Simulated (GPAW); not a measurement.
# Collinear magnetic orders of Fe4 MgO5 Fe4 001 with GPAW, part 2 of 2

Aim: find out whether Fe4 MgO5 Fe4 001 carries moments, and which collinear order costs least.

GPAW 26.7.0; PBE; plane waves with GPAW's PAW setups, scalar-relativistic.

So far. Step 2 (Order 1, typed as ferro ++++++++): After 46 cycles the largest moment stands at 2.94 μB.

## (3) Start 2: antiferro ++++----

An opposed order shows whether the pairs that it reverses prefer unlike signs.

Contents of order2.py:

```python
import json
import numpy as np
from ase import Atoms
from ase.parallel import paropen, parprint
from gpaw import GPAW

atoms = Atoms(['Fe', 'Fe', 'Fe', 'Fe', 'Mg', 'O', 'Mg', 'O', 'Mg', 'O', 'Mg', 'O', 'Mg', 'O', 'Fe', 'Fe', 'Fe', 'Fe'],
    cell=[[2.978, 0.0, 0.0],
         [0.0, 2.978, 0.0],
         [0.0, 0.0, 32.707326]],
    scaled_positions=[[0.0, 0.0, 0.183445],
         [0.5, 0.5, 0.224126],
         [0.0, 0.0, 0.264806],
         [0.5, 0.5, 0.305487],
         [0.0, 0.0, 0.371222],
         [0.5, 0.5, 0.371222],
         [0.5, 0.5, 0.435611],
         [0.0, 0.0, 0.435611],
         [0.0, 0.0, 0.5],
         [0.5, 0.5, 0.5],
         [0.5, 0.5, 0.564389],
         [0.0, 0.0, 0.564389],
         [0.0, 0.0, 0.628778],
         [0.5, 0.5, 0.628778],
         [0.5, 0.5, 0.694513],
         [0.0, 0.0, 0.735194],
         [0.5, 0.5, 0.775874],
         [0.0, 0.0, 0.816555]],
    pbc=True,
    magmoms=[2.6, 2.6, 2.6, 2.6, 0.0, 0.0, 0.0, 0.0, 0.0, 0.0, 0.0, 0.0, 0.0, 0.0, -2.6, -2.6, -2.6, -2.6])
atoms.calc = GPAW(mode={'name': 'pw', 'ecut': 600},
    xc='PBE',
    kpts={'size': (16, 16, 1), 'gamma': True},
    occupations={'name': 'fermi-dirac', 'width': 0.05},
    convergence={'density': 1e-05, 'energy': 1e-05},
    maxiter=200,
    mixer={'name': 'pulay', 'beta': 0.03, 'nmaxold': 8, 'weight': 100},
    symmetry={'tolerance': 1e-4},
    txt='order2.txt')
e = atoms.get_potential_energy(force_consistent=True)
res = {'free_energy': e, 'energy_sigma0': atoms.get_potential_energy(), 'fermi_energy': atoms.calc.get_fermi_level()}
res['moments'] = atoms.get_magnetic_moments().tolist()
res['total'] = atoms.get_magnetic_moment()
parprint('site moments (muB):', np.round(res['moments'], 3))
parprint(f"total moment: {res['total']:.3f} muB")
parprint(f'free energy: {e:.6f} eV')
atoms.calc.write('order2.gpw')
with paropen('results.json', 'w') as f:
    json.dump(res, f)
```

Run with:

```
OMP_NUM_THREADS=1 mpirun -n 8 gpaw python order2.py > order2.log
```

Log:

```text
site moments (muB): [ 2.939e+00  2.426e+00  2.545e+00  2.761e+00 -9.000e-03  1.700e-02
  1.000e-03  1.000e-03  0.000e+00  0.000e+00 -1.000e-03 -1.000e-03
  9.000e-03 -1.700e-02 -2.761e+00 -2.545e+00 -2.426e+00 -2.939e+00]
total moment: 0.000 muB
free energy: -127.628734 eV

--- order2.txt ---
Input parameters:
  mode=PW(ecut=600),
  convergence={'density': 1e-05, 'energy': 1e-05},
  kpts=MonkhorstPack(size=(16, 16, 1), gamma=True),
  maxiter=200,
  mixer=Pulay(name='pulay', nmaxold=8, beta=0.03, weight=100, sigma=0.015, g_ss=None),
  occupations=Occupations(name='fermi-dirac', width=0.05),
  symmetry=Symmetry(tolerance=0.0001),
  xc=XC(name='PBE')

Diagonalizing LCAO Hamiltonian
Converting LCAO to pw mode
   .------.
  /|      |
 * |      |
 | |      |
 | |      |
 | |      |
 | |      |
 | |      |
 | |      |
 Fe|      |
 | |  Fe  |
 | |      |
 | |      |
 Fe|  Fe  |
 | |      |
 | |      |
 | |  O   |
 Mg|      |
 | |  Mg  |
 O |      |
 | |      |
 | |  O   |
 Mg|      |
 | |      |
 | |  Mg  |
 O |      |
 | |  O   |
 Mg|      |
 | |      |
 | |  Fe  |
 | |      |
 Fe|      |
 | |  Fe  |
 | |      |
 | |      |
 Fe|      |
 | |      |
 | |      |
 | |      |
 | |      |
 | .------.
 |/      /
 *------*

Atoms  # Å, Bohr magnetons
|    | symbol |        x |        y |         z |    initial magnetic moments |
|----|--------|----------|----------|-----------|-----------------------------|
|  0 |     Fe | 0.000000 | 0.000000 |  5.999995 | ( 0.0000,  0.0000,  2.6000) |
|  1 |     Fe | 1.489000 | 1.489000 |  7.330562 | ( 0.0000,  0.0000,  2.6000) |
|  2 |     Fe | 0.000000 | 0.000000 |  8.661096 | ( 0.0000,  0.0000,  2.6000) |
|  3 |     Fe | 1.489000 | 1.489000 |  9.991663 | ( 0.0000,  0.0000,  2.6000) |
|  4 |     Mg | 0.000000 | 0.000000 | 12.141679 | ( 0.0000,  0.0000,  0.0000) |
|  5 |      O | 1.489000 | 1.489000 | 12.141679 | ( 0.0000,  0.0000,  0.0000) |
|  6 |     Mg | 1.489000 | 1.489000 | 14.247671 | ( 0.0000,  0.0000,  0.0000) |
|  7 |      O | 0.000000 | 0.000000 | 14.247671 | ( 0.0000,  0.0000,  0.0000) |
|  8 |     Mg | 0.000000 | 0.000000 | 16.353663 | ( 0.0000,  0.0000,  0.0000) |
|  9 |      O | 1.489000 | 1.489000 | 16.353663 | ( 0.0000,  0.0000,  0.0000) |
| 10 |     Mg | 1.489000 | 1.489000 | 18.459655 | ( 0.0000,  0.0000,  0.0000) |
| 11 |      O | 0.000000 | 0.000000 | 18.459655 | ( 0.0000,  0.0000,  0.0000) |
| 12 |     Mg | 0.000000 | 0.000000 | 20.565647 | ( 0.0000,  0.0000,  0.0000) |
| 13 |      O | 1.489000 | 1.489000 | 20.565647 | ( 0.0000,  0.0000,  0.0000) |
| 14 |     Fe | 1.489000 | 1.489000 | 22.715663 | ( 0.0000,  0.0000, -2.6000) |
| 15 |     Fe | 0.000000 | 0.000000 | 24.046230 | ( 0.0000,  0.0000, -2.6000) |
| 16 |     Fe | 1.489000 | 1.489000 | 25.376764 | ( 0.0000,  0.0000, -2.6000) |
| 17 |     Fe | 0.000000 | 0.000000 | 26.707331 | ( 0.0000,  0.0000, -2.6000) |

Unit cell  # Å
| periodic |        x |        y |         z |   lengths |    angles |
|----------|----------|----------|-----------|-----------|-----------|
|      yes | 2.978000 | 0.000000 |  0.000000 |  2.978000 | 90.000000 |
|      yes | 0.000000 | 2.978000 |  0.000000 |  2.978000 | 90.000000 |
|      yes | 0.000000 | 0.000000 | 32.707326 | 32.707326 | 90.000000 |

Number of symmetries: 8

BZ-sampling:
  Number of BZ points: 256
  Number of IBZ points: 45

  Monkhorst-Pack size: [16, 16, 1]
  Monkhorst-Pack shift: [0.03125, 0.03125, 0.0]

Plane wave coefficients: 9768
Cutoff: 600.0 eV

Spin-components: 2 (collinear spins)
Bands:           91
Projectors:      98
Spin-degeneracy: 1
Datatype:        complex128

Parallelization:
  kpt:    8
  domain: 1
  band:   1

Density:
  Valence electrons: 144.0
  Components: 2
  Grid points: [ 18  18 189]
  Charge: 0.0  # |e|

Potential:
  Grid points: [ 18  18 189]

[... setups left out ...]
Reference energy: -314408.122748  # eV

eigensolver:
  PPCG
  Converge bands: occupied
  niter=2

density mixing:
  Pulay-Mixer
  Linear mixing parameters: 0.03
  Old densities: 8
  Fourier metric: weight=100, sigma=0.015

occupation numbers:
  Fermi-Dirac:
    width: 0.0500  # eV

poisson solver:
  ecut: 4800.0  # eV

xc functional:
  name: PBE with 2 nearest neighbor stencil

convergence criteria:
- Maximum integral of absolute [dens]ity change: 1e-05 electrons / valence electron
- Maximum [total energy] change in last 3 cyles: 1e-05 eV / valence electron
- Maximum integral of absolute [eigenst]ate change: 4e-08 eV^2 / valence electron
maximum number of iterations: 200

SCF iterations
|iter     |      energy | eigst |  dens |  magmom |
|---------|-------------|-------|-------|---------|
|iter:   1|       0s | -135.700111 | +0.62 |       |  +0.0000|
|iter:   2|      25s | -133.517186 | -0.69 | -0.87 |  -0.0000|
|iter:   3|      50s | -132.358006 | -1.21 | -0.96 |  -0.0000|
|iter:   4|      76s | -131.189154 | -1.45 | -0.99 |  -0.0000|
|iter:   5|     101s | -127.096265 | +0.17 | -1.02 |  +0.0000|
|iter:   6|     126s | -127.060652 | -1.48 | -1.23 |  -0.0000|
|iter:   7|     152s | -127.021522 | -2.21 | -1.28 |  +0.0000|
|iter:   8|     177s | -127.182805 | -1.84 | -1.34 |  -0.0007|
|iter:   9|     202s | -127.186630 | -3.00 | -1.42 |  +0.0004|
|iter:  10|     228s | -127.476200 | -1.31 | -1.43 |  -0.0000|
[... 33 iterations left out ...]
|iter:  44|    1028s | -127.583437c| -7.67c| -4.52 |  +0.0000|
|iter:  45|    1040s | -127.583437c| -7.79c| -4.57 |  +0.0000|
|iter:  46|    1052s | -127.583437c| -8.19c| -4.60 |  +0.0000|
|iter:  47|    1064s | -127.583438c| -8.06c| -4.64 |  +0.0000|
|iter:  48|    1076s | -127.583439c| -8.22c| -4.68 |  +0.0000|
|iter:  49|    1087s | -127.583440c| -8.37c| -4.67 |  +0.0000|
|iter:  50|    1099s | -127.583441c| -8.39c| -4.71 |  +0.0000|
|iter:  51|    1111s | -127.583441c| -8.53c| -4.72 |  +0.0000|
|iter:  52|    1122s | -127.583439c| -7.83c| -4.75 |  +0.0000|
|iter:  53|    1134s | -127.583439c| -8.12c| -5.13c|  +0.0000|

Converged in 53 steps
Energy contributions relative to reference atoms: (reference = -314408.122748)

Energy contributions:
  Kinetic:         130.388679
  Coulomb:        -108.389767
  Zero:              0.861281
  External:          0.000000
  Xc:             -150.398337
  Entropy:          -0.090590
  Spinorbit:         0.000000
  ----------------------------
  Free energy:    -127.628734
  Extrapolated:   -127.583439

dipole moment: (-58.517945, -58.517945, -0.001269)  # |e|*Ang

Total magnetic moment: (0.000000, 0.000000, 0.000000)

Local magnetic moments
|        x |        y |         z |
|----------|----------|-----------|
| 0.000000 | 0.000000 |  2.938824 |  # Fe   0
| 0.000000 | 0.000000 |  2.426334 |  # Fe   1
| 0.000000 | 0.000000 |  2.544905 |  # Fe   2
| 0.000000 | 0.000000 |  2.760599 |  # Fe   3
| 0.000000 | 0.000000 | -0.008965 |  # Mg   4
| 0.000000 | 0.000000 |  0.016965 |  # O    5
| 0.000000 | 0.000000 |  0.001219 |  # Mg   6
| 0.000000 | 0.000000 |  0.000697 |  # O    7
| 0.000000 | 0.000000 |  0.000000 |  # Mg   8
| 0.000000 | 0.000000 |  0.000000 |  # O    9
| 0.000000 | 0.000000 | -0.001219 |  # Mg  10
| 0.000000 | 0.000000 | -0.000697 |  # O   11
| 0.000000 | 0.000000 |  0.008965 |  # Mg  12
| 0.000000 | 0.000000 | -0.016965 |  # O   13
| 0.000000 | 0.000000 | -2.760598 |  # Fe  14
| 0.000000 | 0.000000 | -2.544905 |  # Fe  15
| 0.000000 | 0.000000 | -2.426335 |  # Fe  16
| 0.000000 | 0.000000 | -2.938825 |  # Fe  17

Fermi level: 4.813
Eigenvalues  # (at kpt = [0.000, 0.000, 0.000])
| band index |      eig [eV] | occ [0-1] |      eig [eV] | occ [0-1] |
|------------|---------------|-----------|---------------|-----------|
|          0 |       -71.408 |     1.000 |       -71.408 |     1.000 |
|        ... |               |           |               |           |
|         65 |         3.970 |     1.000 |         3.970 |     1.000 |
|         66 |         3.970 |     1.000 |         3.970 |     1.000 |
|         67 |         4.436 |     0.999 |         4.436 |     0.999 |
|         68 |         4.532 |     0.996 |         4.532 |     0.996 |
|         69 |         4.793 |     0.599 |         4.793 |     0.599 |
|         70 |         4.793 |     0.599 |         4.793 |     0.599 |
|         71 |         4.799 |     0.569 |         4.799 |     0.569 |
|         72 |         4.799 |     0.569 |         4.799 |     0.569 |
|         73 |         4.878 |     0.214 |         4.878 |     0.214 |
|         74 |         5.114 |     0.002 |         5.114 |     0.002 |
|         75 |         5.143 |     0.001 |         5.143 |     0.001 |
|         76 |         5.211 |     0.000 |         5.211 |     0.000 |
|         77 |         5.457 |     0.000 |         5.457 |     0.000 |
|         78 |         5.457 |     0.000 |         5.457 |     0.000 |
|         79 |         5.869 |     0.000 |         5.869 |     0.000 |
|         80 |         6.212 |     0.000 |         6.212 |     0.000 |
|        ... |               |           |               |           |
|         90 |         8.748 |     0.000 |         8.748 |     0.000 |

No gap
No difference between direct/indirect transitions
```

Run time: 20 min. Hardware: 8 MPI ranks of Arm Neoverse V2, shared host; peak memory 4.2 GiB; 2.6 h of CPU time.

Spin moment in the augmentation sphere by atom:

| atom | spin moment in the augmentation sphere (μB) |
| --- | --- |
| Fe1 | 2.94 |
| Fe2 | 2.43 |
| Fe3 | 2.54 |
| Fe4 | 2.76 |
| Mg5 | -0.01 |
| O6 | 0.02 |
| Mg7 | 0.00 |
| O8 | 0.00 |
| Mg9 | 0.00 |
| O10 | 0.00 |
| Mg11 | 0.00 |
| O12 | 0.00 |
| Mg13 | 0.01 |
| O14 | -0.02 |
| Fe15 | -2.76 |
| Fe16 | -2.54 |
| Fe17 | -2.43 |
| Fe18 | -2.94 |

This step gave:

```
magnetization : 0 μB
final state   : antiferromagnetic
```

It lies level with the first start, and its largest moment is 2.94 μB against 2.94 μB.

## (4) Energies of the orders

These are free energies at a smearing of 0.05 eV, so its entropy term is in the differences. They are divided by the number of seeded atoms, so that cells of unlike size compare.

Orders:

```
             start        final state  typed order kept  energy over the lowest (meV a seeded atom)  largest site moment (μB)  net moment (μB a primitive cell)  mesh matched  CPU time (s)
    ferro ++++++++      ferromagnetic               yes                                           0                     2.939                             21.59           yes          9179
antiferro ++++----  antiferromagnetic               yes                                     0.01565                     2.939                                 0           yes          9390
```

## (5) Summary of results

```json
{
 "lowest state found": "ferromagnetic (typed ferro ++++++++)",
 "largest site moment": "2.94 μB",
 "next state": "antiferromagnetic, 0.0157 meV a seeded atom higher"
}
```

**Reading.** The lowest state found is ferromagnetic, reached from the start ferro ++++++++, with moments up to 2.94 μB. The two lowest states lie so close that the mesh, the functional or spin–orbit coupling could swap them. Only 2 starts are shown; other collinear patterns, canted and longer-period orders are not.

[Logs and program files are shortened in this print: banners, set-up blocks, solver, clock and traceback lines can be left out without a mark of their own.]

[Logs are printed without paths, hosts, clocks, repeated set-up lines and the standing remarks that a program may print on its own settings, such as how far it seeks lower states.]

[Hosts, paths, dates, database ids (printed as entryN), source tags and the programs' standing remarks are cut or masked in the printed files.]

[Where a cell is said to come from a database of computed structures, the database is the Materials Project.]
